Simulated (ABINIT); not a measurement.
## WS2 (Tungstenite): a self-consistent loop beyond G0W0, cycle by cycle

Aim: iterate the self-energy on WS2 (Tungstenite) and follow the gap from cycle to cycle.

Method: PBEsol and many-body steps on it, plane waves, in ABINIT 10.8.3.

Report form: the programs' logs are mostly left out.

## (1) The starting structure

It takes space group P6_3/mmc (No. 194, hexagonal). The conventional cell has a = 3.153 Å, b = 3.153 Å, c = 12.323 Å, α = 90.00°, β = 90.00°, γ = 120.00°. W has 6 S at 2.40 Å nearest. Nearest to S lie 3 W at 2.40 Å. Farther neighbours and most contacts between anions are not listed.

Coordinates:

```cif
data_structure
_symmetry_space_group_name_H-M 'P6_3/mmc'
_symmetry_Int_Tables_number 194
_cell_length_a 3.1532
_cell_length_b 3.1532
_cell_length_c 12.3230
_cell_angle_alpha 90.000
_cell_angle_beta 90.000
_cell_angle_gamma 120.000
_cell_volume 106.11
loop_
_atom_site_label
_atom_site_type_symbol
_atom_site_symmetry_multiplicity
_atom_site_Wyckoff_symbol
_atom_site_fract_x
_atom_site_fract_y
_atom_site_fract_z
_atom_site_occupancy
W1 W 2 c 0.33333 0.66667 0.25000 1
S1 S 4 f 0.33333 0.66667 0.62250 1
```

The cell and positions come from the Crystallography Open Database and are kept as given unless a step says otherwise. Spin-orbit coupling is left out unless a step names it.

## (2) Empty states on the mesh, 3×3×1 mesh, 380 bands

This step: ABINIT 10.8.3; DFT, PBEsol, plane waves, norm-conserving pseudopotentials.

The sums over transitions need many empty states on a uniform mesh; this step solves for them.

run.abi reads:

```
acell 3*1.0 Angstrom
rprim 
  3.153199999992 0.000000000002 0.000000000000
  -1.576599999998 2.730751303206 0.000000000000
  0.000000000000 0.000000000000 12.323000000000
ntypat 2
znucl 74 16
natom 6
typat 1 1 2 2 2 2
xred 
  0.333333333333 0.666666666667 0.250000000000
  0.666666666667 0.333333333333 0.750000000000
  0.333333333333 0.666666666667 0.622500000000
  0.666666666667 0.333333333333 0.122500000000
  0.333333333333 0.666666666667 0.877500000000
  0.666666666667 0.333333333333 0.377500000000
pp_dirpath "pseudos"
pseudos "W.upf, S.upf"
ecut 31
ngkpt 3 3 1
nshiftk 1
shiftk 0 0 0
kptopt 1
chksymbreak 0
iscf -2
irdden 1
istwfk *1
nband 380
nbdbuf 34
tolwfr 1e-09
nstep 60
prtvol 0
indata_prefix "in"
outdata_prefix "out"
tmpdata_prefix "tmp"
```

The run is started by

```
$ OMP_NUM_THREADS=1 mpirun -n 3 abinit run.abi > log
```

Elapsed: 2.9 min, on 3 MPI ranks of Arm Neoverse V1, shared host; peak memory 0.36 GiB; 8.7 min of CPU time.

Numbers from this step:

```
gap                                                           : 1.282 eV
k of the valence top                                          : 0, 0, 0
k of the conduction bottom                                    : 0.3333, 0.3333, 0
least direct gap                                              : 1.822 eV
k points computed                                             : 3
lowest point of the top converged band, above the valence top : 107.3658 eV
```

On this mesh the gap is 1.282 eV.

The density comes from a self-consistent run that is not shown.

## (3) Screening, 3×3×1 mesh, 346 bands, screening to 179.6 eV

The RPA dielectric matrix is built and inverted for each q.

This step: RPA screening on PBEsol, plane waves, norm-conserving pseudopotentials.

Edit run.abi of step 2 so:

```diff
@@ -24,10 +24,11 @@
 chksymbreak 0
-iscf -2
-irdden 1
 istwfk *1
-nband 380
-nbdbuf 34
-tolwfr 1e-09
-nstep 60
-prtvol 0
+occopt 1
+irdwfk 1
+optdriver 3
+nband 346
+ecuteps 6.6
+inclvkb 2
+awtr 1
+symchi 1
 indata_prefix "in"
```

The run is started by

```
$ OMP_NUM_THREADS=1 mpirun -n 4 abinit run.abi > log
```

Run time: 87 s. Hardware: 4 MPI ranks; peak memory 1.4 GiB; 5.8 min of CPU time.

This step gave:

| Property | Result |
| --- | --- |
| ε∞ with local fields, on this mesh, along the program's q direction | 17.62 |
| the same without local fields | 19.75 |
| plasma frequency | 25.99 eV |
| plane waves in the screening matrix | 573 |

Local fields lower ε∞ by 11 %. On a Γ-centred mesh this coarse the value itself is usually too large, while a short band sum pulls it down.

## (4) G0W0

The self-energy is evaluated for the states that the input lists, and the levels follow from it, in one-shot runs by the linearised quasiparticle equation.

This step: G0W0 on PBEsol, plane waves, norm-conserving pseudopotentials.

Edit run.abi of step 3 so:

```diff
@@ -27,8 +27,17 @@
 irdwfk 1
-optdriver 3
+optdriver 4
 nband 346
+gwcalctyp 0
+ecutsigx 31
+symsigma 1
+nkptgw 2
+kptgw 
+  0.0000000000 0.0000000000 0.0000000000
+  0.3333333333 0.3333333333 0.0000000000
+bdgw 
+  25 28
+  25 28
 ecuteps 6.6
-inclvkb 2
-awtr 1
-symchi 1
+irdscr 1
+ppmodel 1
 indata_prefix "in"
```

Run time: 42 s. Hardware: 4 MPI ranks; peak memory 1.3 GiB.

This step gave:

```yaml
g0w0_gap_on_the_points_computed: 1.983 eV
starting_gap_on_the_mesh: 1.282 eV
k_of_the_valence_top: 0, 0, 0
k_of_the_conduction_bottom: 0.3333, 0.3333, 0
z_at_the_valence_top: 0.781
z_at_the_conduction_bottom: 0.782
least_direct_g0w0_gap_on_the_computed_points: 2.512 eV
```

The gap on the mesh goes from 1.28 eV to 1.98 eV, a correction of +0.70 eV.

## (5) evGW0, cycle 1

This step: evGW0 on PBEsol, plane waves, norm-conserving pseudopotentials.

Edit run.abi of step 4 so:

```diff
@@ -29,12 +29,14 @@
 nband 346
-gwcalctyp 0
+gwcalctyp 10
 ecutsigx 31
 symsigma 1
-nkptgw 2
+nkptgw 3
 kptgw 
   0.0000000000 0.0000000000 0.0000000000
+  0.3333333333 0.0000000000 0.0000000000
   0.3333333333 0.3333333333 0.0000000000
 bdgw 
-  25 28
-  25 28
+  13 32
+  13 32
+  13 32
 ecuteps 6.6
```

Run time: 5.8 min. Hardware: 4 MPI ranks; peak memory 1.5 GiB.

Numbers from this step:

```
quasiparticle gap on the points computed              : 2.179 eV
gap of the density functional on the mesh             : 1.282 eV
k of the valence top                                  : 0, 0, 0
k of the conduction bottom                            : 0.3333, 0.3333, 0
Z at the valence top                                  : 0.781
Z at the conduction bottom                            : 0.782
least direct quasiparticle gap on the computed points : 2.705 eV
```

Against G0W0 in ABINIT (3×3×1 mesh, 346 bands, screening to 179.6 eV, Godby-Needs plasmon pole), the gap moves by +0.196 eV. This first cycle still uses the starting levels; it takes the full correction, at all points of the mesh, and its linearised value is 1.983 eV.

## (6) evGW0, cycle 2

The corrected levels of the last cycle go back in.

Edit run.abi of step 5 so:

```diff
@@ -44,2 +44,3 @@
 ppmodel 1
+irdqps 1
 indata_prefix "in"
```

Elapsed: 5.9 min, on 4 MPI ranks; peak memory 1.5 GiB.

This step gave:

- quasiparticle gap on the points computed: 2.048 eV
- gap of the density functional on the mesh: 1.282 eV
- k of the valence top: 0, 0, 0
- k of the conduction bottom: 0.3333, 0.3333, 0
- least direct quasiparticle gap on the computed points: 2.576 eV

Against the cycle before, the gap moves by −0.131 eV.

## (7) evGW0, cycle 3

run.abi is that of step 6.

It took 5.8 min on 4 MPI ranks; peak memory 1.5 GiB; 23 min of CPU time.

This step gave:

- quasiparticle gap on the points computed: 2.067 eV
- gap of the density functional on the mesh: 1.282 eV
- k of the valence top: 0, 0, 0
- k of the conduction bottom: 0.3333, 0.3333, 0
- least direct quasiparticle gap on the computed points: 2.595 eV

Against the cycle before, the gap moves by +0.019 eV.

## (8) evGW0, cycle 4

run.abi is that of step 7.

Wall time 5.8 min (4 MPI ranks); peak memory 1.5 GiB; 23 min of CPU time.

This step gave:

```yaml
quasiparticle_gap_on_the_points_computed: 2.064 eV
gap_of_the_density_functional_on_the_mesh: 1.282 eV
k_of_the_valence_top: 0, 0, 0
k_of_the_conduction_bottom: 0.3333, 0.3333, 0
least_direct_quasiparticle_gap_on_the_computed_points: 2.592 eV
```

Against the cycle before, the gap moves by −0.003 eV.

## (9) Screening, 3×3×1 mesh, 346 bands, screening to 179.6 eV

This step: RPA screening on PBEsol, plane waves, norm-conserving pseudopotentials.

Edit run.abi of step 8 so:

```diff
@@ -27,20 +27,13 @@
 irdwfk 1
-optdriver 4
+optdriver 3
 nband 346
+ecuteps 6.6
+inclvkb 2
+awtr 1
+symchi 1
 gwcalctyp 10
-ecutsigx 31
-symsigma 1
-nkptgw 3
-kptgw 
-  0.0000000000 0.0000000000 0.0000000000
-  0.3333333333 0.0000000000 0.0000000000
-  0.3333333333 0.3333333333 0.0000000000
-bdgw 
-  13 32
-  13 32
-  13 32
-ecuteps 6.6
-irdscr 1
-ppmodel 1
-irdqps 1
+mbpt_sciss 0.616 eV
+nqptdm 1
+qptdm 
+  0 0 0
 indata_prefix "in"
```

The job ended after 53 s (4 MPI ranks; peak memory 1.4 GiB).

This step gave:

| Quantity | Value |
| --- | --- |
| ε∞ with local fields, on this mesh, along the program's q direction | 14.94 |
| the same without local fields | 16.49 |
| plasma frequency | 25.99 eV |
| plane waves in the screening matrix | 573 |

This screening uses the functional's bands under a rigid shift, the mean opening of the cycle before.

## (10) Screening, 3×3×1 mesh, 346 bands, screening to 179.6 eV

This step: RPA screening on PBEsol from quasiparticle energies, plane waves, norm-conserving pseudopotentials.

Edit run.abi of step 9 so:

```diff
@@ -33,7 +33,8 @@
 symchi 1
+irdqps 1
 gwcalctyp 10
-mbpt_sciss 0.616 eV
-nqptdm 1
+nqptdm 2
 qptdm 
-  0 0 0
+  0.3333333333 0.0000000000 0.0000000000
+  0.3333333333 0.3333333333 0.0000000000
 indata_prefix "in"
```

mrgscr.stdin reads:

```
2
merged
q0_SCR
out_SCR
1
```

The run is started by

```
$ OMP_NUM_THREADS=1 mpirun -n 4 abinit run.abi > log; mrgscr < mrgscr.stdin
```

Wall time 35 s (4 MPI ranks); peak memory 1.1 GiB; 2.3 min of CPU time.

This step gave:

| Property | Result |
| --- | --- |
| plasma frequency | 25.99 eV |
| plane waves in the screening matrix | 573 |

This screening reads the quasiparticle levels of the cycle before.

## (11) evGW, cycle 1

This step: evGW on PBEsol, plane waves, norm-conserving pseudopotentials.

Edit run.abi of step 10 so:

```diff
@@ -27,14 +27,20 @@
 irdwfk 1
-optdriver 3
+optdriver 4
 nband 346
-ecuteps 6.6
-inclvkb 2
-awtr 1
-symchi 1
-irdqps 1
 gwcalctyp 10
-nqptdm 2
-qptdm 
+ecutsigx 31
+symsigma 1
+nkptgw 3
+kptgw 
+  0.0000000000 0.0000000000 0.0000000000
   0.3333333333 0.0000000000 0.0000000000
   0.3333333333 0.3333333333 0.0000000000
+bdgw 
+  13 32
+  13 32
+  13 32
+ecuteps 6.6
+irdscr 1
+ppmodel 1
+irdqps 1
 indata_prefix "in"
```

The run is started by

```
$ OMP_NUM_THREADS=1 mpirun -n 4 abinit run.abi > log
```

Elapsed: 5.8 min, on 4 MPI ranks; peak memory 1.5 GiB; 23 min of CPU time.

Numbers from this step:

```
quasiparticle gap on the points computed              : 2.132 eV
gap of the density functional on the mesh             : 1.282 eV
k of the valence top                                  : 0, 0, 0
k of the conduction bottom                            : 0.3333, 0.3333, 0
least direct quasiparticle gap on the computed points : 2.666 eV
```

Against G0W0 in ABINIT (3×3×1 mesh, 346 bands, screening to 179.6 eV, Godby-Needs plasmon pole), the gap moves by +0.149 eV.

## (12) Screening, 3×3×1 mesh, 346 bands, screening to 179.6 eV

This step: RPA screening on PBEsol, plane waves, norm-conserving pseudopotentials.

Edit run.abi of step 11 so:

```diff
@@ -27,20 +27,13 @@
 irdwfk 1
-optdriver 4
+optdriver 3
 nband 346
+ecuteps 6.6
+inclvkb 2
+awtr 1
+symchi 1
 gwcalctyp 10
-ecutsigx 31
-symsigma 1
-nkptgw 3
-kptgw 
-  0.0000000000 0.0000000000 0.0000000000
-  0.3333333333 0.0000000000 0.0000000000
-  0.3333333333 0.3333333333 0.0000000000
-bdgw 
-  13 32
-  13 32
-  13 32
-ecuteps 6.6
-irdscr 1
-ppmodel 1
-irdqps 1
+mbpt_sciss 0.698 eV
+nqptdm 1
+qptdm 
+  0 0 0
 indata_prefix "in"
```

Elapsed: 53 s, on 4 MPI ranks; peak memory 1.4 GiB; 3.5 min of CPU time.

This step gave:

- ε∞ with local fields, on this mesh, along the program's q direction: 14.65
- the same without local fields: 16.15
- plasma frequency: 25.99 eV
- plane waves in the screening matrix: 573

This screening uses the functional's bands under a rigid shift, the mean opening of the cycle before.

## (13) Screening, 3×3×1 mesh, 346 bands, screening to 179.6 eV

This step: RPA screening on PBEsol from quasiparticle energies, plane waves, norm-conserving pseudopotentials.

Edit run.abi of step 12 so:

```diff
@@ -33,7 +33,8 @@
 symchi 1
+irdqps 1
 gwcalctyp 10
-mbpt_sciss 0.698 eV
-nqptdm 1
+nqptdm 2
 qptdm 
-  0 0 0
+  0.3333333333 0.0000000000 0.0000000000
+  0.3333333333 0.3333333333 0.0000000000
 indata_prefix "in"
```

mrgscr.stdin is that of step 10.

The run is started by

```
$ OMP_NUM_THREADS=1 mpirun -n 4 abinit run.abi > log; mrgscr < mrgscr.stdin
```

Wall time 36 s (4 MPI ranks); peak memory 1.1 GiB.

Numbers from this step:

```
plasma frequency                    : 25.99 eV
plane waves in the screening matrix : 573
```

This screening reads the quasiparticle levels of the cycle before.

## (14) evGW, cycle 2

This step: evGW on PBEsol, plane waves, norm-conserving pseudopotentials.

Edit run.abi of step 13 so:

```diff
@@ -27,14 +27,20 @@
 irdwfk 1
-optdriver 3
+optdriver 4
 nband 346
-ecuteps 6.6
-inclvkb 2
-awtr 1
-symchi 1
-irdqps 1
 gwcalctyp 10
-nqptdm 2
-qptdm 
+ecutsigx 31
+symsigma 1
+nkptgw 3
+kptgw 
+  0.0000000000 0.0000000000 0.0000000000
   0.3333333333 0.0000000000 0.0000000000
   0.3333333333 0.3333333333 0.0000000000
+bdgw 
+  13 32
+  13 32
+  13 32
+ecuteps 6.6
+irdscr 1
+ppmodel 1
+irdqps 1
 indata_prefix "in"
```

The run is started by

```
$ OMP_NUM_THREADS=1 mpirun -n 4 abinit run.abi > log
```

The job ended after 5.8 min (4 MPI ranks; peak memory 1.5 GiB).

This step gave:

```yaml
quasiparticle_gap_on_the_points_computed: 2.132 eV
gap_of_the_density_functional_on_the_mesh: 1.282 eV
k_of_the_valence_top: 0, 0, 0
k_of_the_conduction_bottom: 0.3333, 0.3333, 0
least_direct_quasiparticle_gap_on_the_computed_points: 2.666 eV
```

Against the cycle before, the gap moves by +0.000 eV.

## (15) The runs together

Times are wall times on 4 MPI ranks of Arm Neoverse V1, shared host, good to a factor of about two. A run's time includes the screening step that it read.

```
           run   mesh  bands  screening cutoff (eV)  DFT gap (eV)  gap on the mesh (eV)  direct (eV)  ε∞ used     time
          G0W0  3×3×1    346                  179.6         1.282                 1.983        2.512    17.62  2.2 min
evGW0, cycle 1  3×3×1    346                  179.6         1.282                 2.179        2.705    17.62  7.3 min
evGW0, cycle 2  3×3×1    346                  179.6         1.282                 2.048        2.576    17.62  7.3 min
evGW0, cycle 3  3×3×1    346                  179.6         1.282                 2.067        2.595    17.62  7.3 min
evGW0, cycle 4  3×3×1    346                  179.6         1.282                 2.064        2.592    17.62  7.3 min
 evGW, cycle 1  3×3×1    346                  179.6         1.282                 2.132        2.666    14.94  7.3 min
 evGW, cycle 2  3×3×1    346                  179.6         1.282                 2.132        2.666    14.65  7.3 min
```

## (16) Outcome

```json
{"G0W0": "1.983 eV", "evGW0, cycle 1": "2.179 eV", "evGW0, cycle 2": "2.048 eV", "evGW0, cycle 3": "2.067 eV", "evGW0, cycle 4": "2.064 eV", "evGW, cycle 1": "2.132 eV", "evGW, cycle 2": "2.132 eV", "known limits": "not at the basis limit; no spin-orbit coupling; coarse k mesh"}
```

In words: Only the bands that the input lists are updated; the others, empty or deep, keep the functional's energies or take a rigid shift. The evGW loop starts from the last levels of evGW0, so its cycles and time come on top of those. evGW0 ends at 2.06 eV, +0.08 eV from G0W0, after 4 cycles that took 23 min beside the first screening; the last moved the gap by 0.003 eV. evGW ends at 2.13 eV, +0.15 eV from G0W0, after 2 cycles that took 15 min beside the first screening; the last moved the gap by 0.000 eV. The first cycle of evGW0 takes the full correction, without the factor Z, so it overshoots the one-shot value. Bands and cutoff are finite, so the gap is not at the basis limit. The miss can reach some tenths of an eV and take either sign; the mesh is an error of its own. In the G0W0 runs levels were corrected at 2 k points alone, so a gap called «on the mesh» is the least over those, and an edge elsewhere would be missed. A denser mesh or path gives a starting gap of 0.93 eV: the GW mesh misses a band edge, so its gaps are not the fundamental one. The 3×3×1 mesh is coarse for this cell, which bears on the long-range parts of exchange and screening. In the updated screening the q = 0 part is built from Kohn-Sham bands under a rigid shift, the other q from the quasiparticle levels. The many-body steps are scalar-relativistic: spin-orbit coupling is not in them.

[Paths, hosts, dates, memory and timing lines, banners, echoed tables and standing remarks are left out of the program output.]

[Logs are printed without paths, hosts, clocks, repeated set-up lines and the standing remarks that a program may print on its own settings, such as how far it seeks lower states.]

[Runs of the session that timed out or met a known fault of the program may be left out.]

[Hosts, paths, dates, database ids (printed as entryN), source tags and the programs' standing remarks are cut or masked in the printed files.]

[G0W0 gaps are taken among the corrected bands and points alone; a level outside them can change the order at an edge.]

[Where Ansatz stands beside ABINIT at settings called matched, ABINIT's density can come from a denser mesh and the files from another edition; pairs whose starting gaps differed by over 0.03 eV were left out, so agreement reads better than it is.]
